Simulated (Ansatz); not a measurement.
**Al(111) with 4 thermally displaced layers, 2x2: scattering by thermal displacements**

Wanted: the phonon-limited resistivity of Al at 180 K by the Landauer route.

Main program and level: Ansatz 0.2.0; Ansatz plane-wave DFT, PBE, PAW files; ballistic transport by layer matching (Landauer), zero bias; PAW set soft_1.

## Step 1: The structure

The cell holds 40 atoms: 40 Al. Its edges and angles: a = 5.725 Å, b = 5.725 Å, c = 23.429 Å, α = 93.5°, β = 86.5°, γ = 120.0°. It derives from Al. Regions: lead, 24 atoms (24 Al); scattering region, 16 atoms (16 Al). The structure is stacked along c, and the current runs across the ab planes.

## Step 2: With 4 displaced layers

Each atom of 4 layers is moved at random, by amounts drawn from a normal law 0.078 Å wide in each direction from the Debye model (428 K) at 180 K. The layers about the cell's end stay perfect and serve as the lead. Disorder leaves little or no symmetry, which makes such runs dear. Energies from -0.05 to 0.05 eV in steps of 0.05 eV are too few for the program's thermal sum, so it prints no conductance; for a metal the transmission near the Fermi level serves, at a fraction of the cost.

Input file input.yaml:

```yaml
crystal:
  lattice:
    - [5.7246940741, 0.0, 0.0]
    - [-2.862347037, 4.957730497, 0.0]
    - [1.4311735185, -0.8262884162, 23.3709656917]
  atoms:
    - { symbol: Al, position: [0.9916666667, 0.0083333333, 0.05] }
    - { symbol: Al, position: [0.9916666667, 0.5083333333, 0.05] }
    - { symbol: Al, position: [0.4916666667, 0.0083333333, 0.05] }
    - { symbol: Al, position: [0.4916666667, 0.5083333333, 0.05] }
    - { symbol: Al, position: [0.1416666667, 0.3583333333, 0.15] }
    - { symbol: Al, position: [0.1416666667, 0.8583333333, 0.15] }
    - { symbol: Al, position: [0.6416666667, 0.3583333333, 0.15] }
    - { symbol: Al, position: [0.6416666667, 0.8583333333, 0.15] }
    - { symbol: Al, position: [0.2916666667, 0.2083333333, 0.25] }
    - { symbol: Al, position: [0.2916666667, 0.7083333333, 0.25] }
    - { symbol: Al, position: [0.7916666667, 0.2083333333, 0.25] }
    - { symbol: Al, position: [0.7916666667, 0.7083333333, 0.25] }
    - { symbol: Al, position: [0.9419844627, 0.05661043, 0.3521382992] }
    - { symbol: Al, position: [0.9386797054, 0.5501032967, 0.3512073252] }
    - { symbol: Al, position: [0.4672864128, 0.0728484568, 0.3476503072] }
    - { symbol: Al, position: [0.4194897047, 0.548546198, 0.3501379828] }
    - { symbol: Al, position: [0.0589457573, 0.4041962993, 0.4458400434] }
    - { symbol: Al, position: [0.0775779535, 0.8995908631, 0.4489439093] }
    - { symbol: Al, position: [0.6055535162, 0.4246706194, 0.4495708372] }
    - { symbol: Al, position: [0.6048622838, 0.8980589995, 0.4511736526] }
    - { symbol: Al, position: [0.2551354293, 0.2593993122, 0.5475175396] }
    - { symbol: Al, position: [0.2253779124, 0.7512514158, 0.5507352068] }
    - { symbol: Al, position: [0.7263470391, 0.2549523737, 0.5494683656] }
    - { symbol: Al, position: [0.7505304798, 0.7619097547, 0.5511865495] }
    - { symbol: Al, position: [0.8812980553, 0.1067295256, 0.6526176059] }
    - { symbol: Al, position: [0.9012724478, 0.5893585314, 0.6550548213] }
    - { symbol: Al, position: [0.4160138552, 0.1207780791, 0.6508829876] }
    - { symbol: Al, position: [0.397771133, 0.6323729403, 0.6565450821] }
    - { symbol: Al, position: [0.0416666667, 0.4583333333, 0.75] }
    - { symbol: Al, position: [0.0416666667, 0.9583333333, 0.75] }
    - { symbol: Al, position: [0.5416666667, 0.4583333333, 0.75] }
    - { symbol: Al, position: [0.5416666667, 0.9583333333, 0.75] }
    - { symbol: Al, position: [0.1916666667, 0.3083333333, 0.85] }
    - { symbol: Al, position: [0.1916666667, 0.8083333333, 0.85] }
    - { symbol: Al, position: [0.6916666667, 0.3083333333, 0.85] }
    - { symbol: Al, position: [0.6916666667, 0.8083333333, 0.85] }
    - { symbol: Al, position: [0.8416666667, 0.1583333333, 0.95] }
    - { symbol: Al, position: [0.8416666667, 0.6583333333, 0.95] }
    - { symbol: Al, position: [0.3416666667, 0.1583333333, 0.95] }
    - { symbol: Al, position: [0.3416666667, 0.6583333333, 0.95] }
kpoints:
  mp_grid: { grid: [5, 5, 1] }
hamiltonian:
  xc: pbe
  pseudopotentials: { kind: paw, azcp: { folder: soft_1 } }
scf:
  occupations: { method: fermi_dirac, width: 0.1 }
output:
  transmission:
    leads: [[0, 4]]
    kmesh: [10, 10]
    e_range: [-0.05, 0.05]
    de: 0.05
  write_potential: true
  write_density: true
  volumetric_format: npy
  elf: true
```

The run is started by

```
> ansatz run input.yaml --threads 4 --pin off --max-ram 15360MiB --backend cpu --events-out ev --progress --plain --runs-dir out
```

Numbers of over 12 decimals in the logs are rounded to 6 here.

Output:

```text
Engine: ansatz 0.2.0, aarch64-unknown-linux-gnu
Pseudopotentials: kind: paw
Pseudopotential: Al, paw, valence charge 3, recommended cutoff 420 eV (normal), soft_1/Al.paw.azcp
Functional definition: PBE
  parameter kappa = 0.804
  parameter beta = 0.066725
  exchange = pbe_x(kappa = kappa, mu = beta*pi^2/3)
  correlation = pbe_c(beta = beta)
Crystal: 40 atoms, lattice volume = 663.303 Å³
Basis set: ecut = 420 eV, 13043 PW (Γ)
Bands: 100, of which v1, the nominal top of the filled ones, is band 60 counted from 1 (59 counted from 0)
Symmetry: 1 space group operations
Space group: P1 (ITA 1), of the structure as read, at distance tolerance 8.7e-5 Å
k-points: 13 of 25 (time reversal used)
Non-local potential: Al, projectors of the file, l = 0: 2, l = 1: 2, l = 2: 1
PAW form: soft (Blöchl's): semilocal exchange-correlation on the pseudo side does not see the compensation charge
PAW one-centre angular grid: Al, 110 points (default); XC on 64 Gauss nodes
Initial density: superposition of atomic densities (chi_scale 0.1, normalization cell)
Initial wavefunctions: pseudopotential atomic-orbital guess
Functional: x = pbe(κ = 0.804, μ = 0.219515), c = pbe(β = 0.066725)
SCF iter   1: F=—  HF=-21501.092602 eV  |F-HF|=—  |Δ(HF+E_count)|=         —  Δρ=2.31e-2  dr2=4.41e0  ethr=3.10e-3  ⟨swp⟩=6.2  Hψ=5932  notcnv=0  defer=34
preconditioner: auto → Kerker (q_TF=auto, 2.052 Å⁻¹)  [metal: Δε(μ)=0.005 eV  Ē_g=6.725 eV  σ=0.100 eV  W_gap=0.01  n_scr=86 (ndim 8)  ℏωp=15.8 eV  f_vac=0.000  D(μ)=19.85/eV (n_scr^D=138)]
SCF iter   2: F=—  HF=-21500.402281 eV  |F-HF|=—  |Δ(HF+E_count)|=   6.90e-1  Δρ=1.52e-2  dr2=1.82e0  ethr=3.10e-3  ⟨swp⟩=1.3  Hψ=1509  notcnv=0  defer=42
SCF iter   3: F=—  HF=-21499.563806 eV  |F-HF|=—  |Δ(HF+E_count)|=   8.38e-1  Δρ=9.44e-4  dr2=1.02e-2  ethr=1.52e-3  ⟨swp⟩=2.0  Hψ=1461  notcnv=0  defer=105
SCF iter   4: F=—  HF=-21499.559121 eV  |F-HF|=—  |Δ(HF+E_count)|=   4.69e-3  Δρ=2.13e-4  dr2=6.51e-4  ethr=8.47e-6  ⟨swp⟩=2.1  Hψ=1780  notcnv=0  defer=117
SCF iter   5: F=—  HF=-21499.558920 eV  |F-HF|=—  |Δ(HF+E_count)|=   2.00e-4  Δρ=2.23e-5  dr2=9.49e-6  ethr=5.43e-7  ⟨swp⟩=2.3  Hψ=1969  notcnv=0  defer=117
SCF iter   6: F=—  HF=-21499.558928 eV  |F-HF|=—  |Δ(HF+E_count)|=   7.73e-6  Δρ=5.41e-6  dr2=4.09e-7  ethr=7.91e-9  ⟨swp⟩=1.5  Hψ=1338  notcnv=0  defer=117
SCF iter   7: F=-21499.558928 eV  HF=-21499.558928 eV  |F-HF|=6.36e-9  |Δ(HF+E_count)|=   5.18e-9  Δρ=1.24e-6  dr2=1.59e-8  ethr=8.33e-11  ⟨swp⟩=13.4  Hψ=5289  notcnv=0
SCF 1 converged in 7 iterations: F = -21499.558928 eV  dr2 = 1.59e-8
  greatest PAW one-centre occupation: 0.451 electrons in one spin orbital (limit 2), on the Al atom at site 18 (counted from 0), in its partial waves of l = 0
transmission: 159 of 1508 steps passed
transmission: 306 of 1508 steps passed
[...]
transmission: 1508 of 1508 steps passed
SCF converged after 7 iterations
Free energy (F): -21499.558928 eV
Harris-Foulkes:  -21499.558928 eV  (|F-HF|=6.36e-9)
Internal energy: -21498.912677 eV  (E = F + TS)
E sigma→0 (E₀):  -21499.235802 eV
Entropy (-TS):   -0.646251 eV (-16.156 meV/atom)
Fermi energy:    7.933186 eV
--- Per-component energies (eV) ---
  E_band       = 416.393227
  E_kinetic    = 899.119953
  E_local      = 407.690544  (includes V_loc(G=0)·N_el)
  E_nonlocal   = 400.024279
  E_hartree    = 7.358588
  E_xc         = -1506.420902
  E_vxc        = -1165.355714  (∫ρ·V_xc dr)
  E_paw        = -18776.229597  (= ΣΔE_a)
  E_vpaw       = -139.802949  (= ΣTr[D̂ρ^β])
  E_aug_tail   = -0.000082  (compensation charges beyond the density's cutoff)
  E_ewald      = -2930.455460
  E_smearing   = -0.646251  (= −TS)
  E_closure    = -0.000000  (closes the sum)
  Σ components = -21499.558928   (vs F -21499.558928, Δ=0.00e0)
--- Band table (eV; the first three rows and the last of 13) ---
  k-point 0: bands = [... 56 lower, 6.3227, 6.7288, 6.7532, 6.7664, 6.7827, 7.1071, 7.1428, 7.1498, ... 36 higher]
  k-point 1: bands = [... 56 lower, 6.6838, 6.9033, 7.0489, 7.2008, 7.3583, 7.3832, 7.4994, 7.5684, ... 36 higher]
  k-point 2: bands = [... 56 lower, 7.8524, 7.9498, 8.0117, 8.0733, 8.1564, 8.1765, 8.2659, 8.3775, ... 36 higher]
  k-point 12: bands = [... 56 lower, 7.4645, 7.5417, 7.7919, 7.9555, 7.9743, 8.0090, 8.0712, 8.1197, ... 36 higher]
--- Transmission ---
  basis      : 253 plane waves across, 29 finite elements along
  points     : 52, standing for a mesh of 10 x 10
  energies   : 3 from -0.050000 to 0.050000 eV about the Fermi level, 0.050000 eV apart; the leads are filled to 0.000000 eV, and channels, transmission and decay are at 0.000000 eV
  crystal 0  : Al4, at the sites [0, 4], period 2.3371 Å, over 14.02 Å; its Hamiltonian steps by up to 6.7 meV
    offset         : up to 0.0000 Å between an atom of the period and one for which it stands
    channels       : 5.410000e0 a spin
    conductance    : none, the energies end too early or step too widely for 300 K: set another output.transmission.e_range or a lower de, or, where they end at an eighth of basis.ecutwfc, a higher one
  junction   : crystal 0 to crystal 0, 0.70 to 21.73 Å
    transmission   : 5.151941e0 a spin
    conductance    : none, the energies end too early or step too widely for 300 K: set another output.transmission.e_range or a lower de, or, where they end at an eighth of basis.ecutwfc, a higher one
```

Wall time 8.1 min (4 threads of Arm Neoverse V1, shared host); peak memory 1.7 GiB; 26 min of CPU time.

Numbers from this step:

```
free energy                                    : -21499.5589 eV
energy at zero smearing                        : -21499.2358 eV
Fermi energy                                   : 7.933 eV
cell area                                      : 28.38 Å²
transmission per spin nearest the Fermi level  : 5.152
open channels per spin nearest the Fermi level : 5.41
step of the lead's potential                   : 6.7 meV
```

Per spin. Table of transmission, zone mean by energy, zero at the Fermi level:

```tsv
energy (eV)	transmission, zone mean
-0.0500	5.06
0.0000	5.15
0.0500	5.25
```

Per spin. Table of open channels, zone mean, lead by energy, zero at the Fermi level:

```tsv
energy (eV)	open channels, zone mean, lead
-0.0500	5.29
0.0000	5.41
0.0500	5.55
```

Transmission over k1 and k2. At 0.0000 eV from the Fermi level.

Values, 10 rows by 10 columns:
```
4.84 5.42 5.70 4.11 5.65 5.27 4.77 2.99 3.89 2.99
3.94 5.60 4.76 6.83 6.83 4.75 5.48 3.76 3.91 3.97
3.91 4.52 6.85 6.84 6.56 6.86 6.85 4.33 3.81 2.98
4.79 5.65 6.84 6.79 5.93 5.94 6.69 6.84 5.53 4.78
3.92 5.21 4.75 6.83 5.94 6.94 5.94 6.83 4.75 5.21
4.79 4.78 5.53 6.84 6.69 5.94 5.93 6.79 6.84 5.65
3.91 2.98 3.81 4.33 6.85 6.86 6.56 6.84 6.85 4.52
3.94 3.97 3.91 3.76 5.48 4.75 6.83 6.83 4.76 5.60
4.84 2.99 3.89 2.99 4.77 5.27 5.65 4.11 5.70 5.42
3.86 4.75 3.67 3.71 4.70 3.86 4.70 3.71 3.67 4.75
```
Columns: k1 (b1) from -0.5 to 0.4; rows upwards: k2 (b2) from -0.5 to 0.4.

Open channels over k1 and k2. At 0.0000 eV from the Fermi level.

Ten even steps from '_' (3.00) to '@' (7.00):
```
++####++####++__::__
::##++@@@@++##::::::
::++@@@@@@@@@@++::__
++##@@@@####@@@@##++
::##++@@##@@##@@++##
++++##@@@@####@@@@##
::__::++@@@@@@@@@@++
::::::::##++@@@@++##
++__::__++####++####
::++::::++::++::::++
```
Columns: k1 (b1) from -0.5 to 0.4; rows upwards: k2 (b2) from -0.5 to 0.4.

Electrostatic potential energy in the ca plane at fractional y = 0.121, with atoms of Al within 0.2 Å of it. With pseudopotentials it is smooth inside the atoms' cores, unlike the true potential.

Ten even steps from '0' (-8.8 eV) to '9' (9.8 eV), each cell a mean:
```
78998778884067137888999999998504722788889998
88986323786211058888899998998508951699999999
88872020378643579877899876788613612788889999
88861151178877899876788621268852125886668998
88973010278766899876788500037987678873136886
78997323675201489987888510047876678862015775
78999877872153158998999752368731136874236886
78999888972297048999999987788505613787668998
88997556874043158999999988898419941799889999
88984101577412489998999876788504612799999999
88871141278877899987898632368841026888789999
88872141279988999876787400048987678875357887
88985100478755789876788500048998899862025886
78998656786200268887898742368986678873125775
78999888984055048988999987789730026886457887
```
Columns run along c (16.0 Å, from fractional 0.16 to 0.84 of the cell; values clipped at the 3rd and 97th percentile), rows up along a (5.7 Å). Atoms in or near the plane, at fractional coordinates: Al at (0.65, 0.88), Al at (0.65, 0.42).

Valence density in the ca plane at fractional y = 0.121, with atoms of Al within 0.2 Å of it. It is the smooth field of the valence electrons, not physical close to the nuclei.

Ten even steps from '0' (0.06 e/Å³) to '9' (0.24 e/Å³), each cell a mean:
```
76445677677511599887533345656752147877765446
76666778777755788888643346656750027877754334
77777545777888776789765567766773248877764335
77787424787898655689877777776788888778876556
77677546888998654578877875676679987778887667
76556778999877765566666776677789987677788778
76445678888523675555544678887887788778887778
76444677788301576554433468888862258878876556
76556788888633675555433467877850027877764335
77667667877776655555544578877762147777754334
77787424776776544566666778876676567677765445
77777424776676544567777876775556665568886567
76667667777787654567767876665445655567788778
76545788777766776677655677775556665677788778
76444677677522588777543457765676577778877667
```
Columns run along c (16.0 Å, from fractional 0.16 to 0.84 of the cell), rows up along a (5.7 Å). Atoms in or near the plane, at fractional coordinates: Al at (0.65, 0.88), Al at (0.65, 0.42).

ELF in the ca plane at fractional y = 0.121, with atoms of Al within 0.2 Å of it. It is the smooth field of the valence electrons, not physical close to the nuclei.

Ten even steps from '0' (0.06) to '9' (0.65), each cell a mean:
```
87545799888300289998642357878950028999975446
98767778888732588999743457878840506998864235
98887324888998777899866678988861016888874335
99897101788999755689988887787787667789986557
98887314899999754689999964577789987677788888
97667778999866765678877864578789987676689999
86545789998300477677655678898886577778888889
86445789997100388776533479999940027889986567
97656789998411588777533468999931407988874335
98777547999876777788654579999950027988864235
99897202788898655689877777888886578889975446
98897202688887644679999964677779987788987667
98777546888998755678989975677678876677789889
87556899989854677788777788987789987777789999
86445788888400389888644578988886578889987778
```
Columns run along c (16.0 Å, from fractional 0.16 to 0.84 of the cell), rows up along a (5.7 Å). Atoms in or near the plane, at fractional coordinates: Al at (0.65, 0.88), Al at (0.65, 0.42).

Over the solved energies the transmission per spin lies between 5.06 and 5.25, out of 5.42 channels of the lead on average (up to 5.55).

(Part 1 of 2 ends here.)

[Logs are printed without paths, hosts, clocks, repeated set-up lines and the standing remarks that a program may print on its own settings, such as how far it seeks lower states.]

[Hosts, paths, dates, database ids (printed as entryN), source tags and the programs' standing remarks are cut or masked in the printed files.]
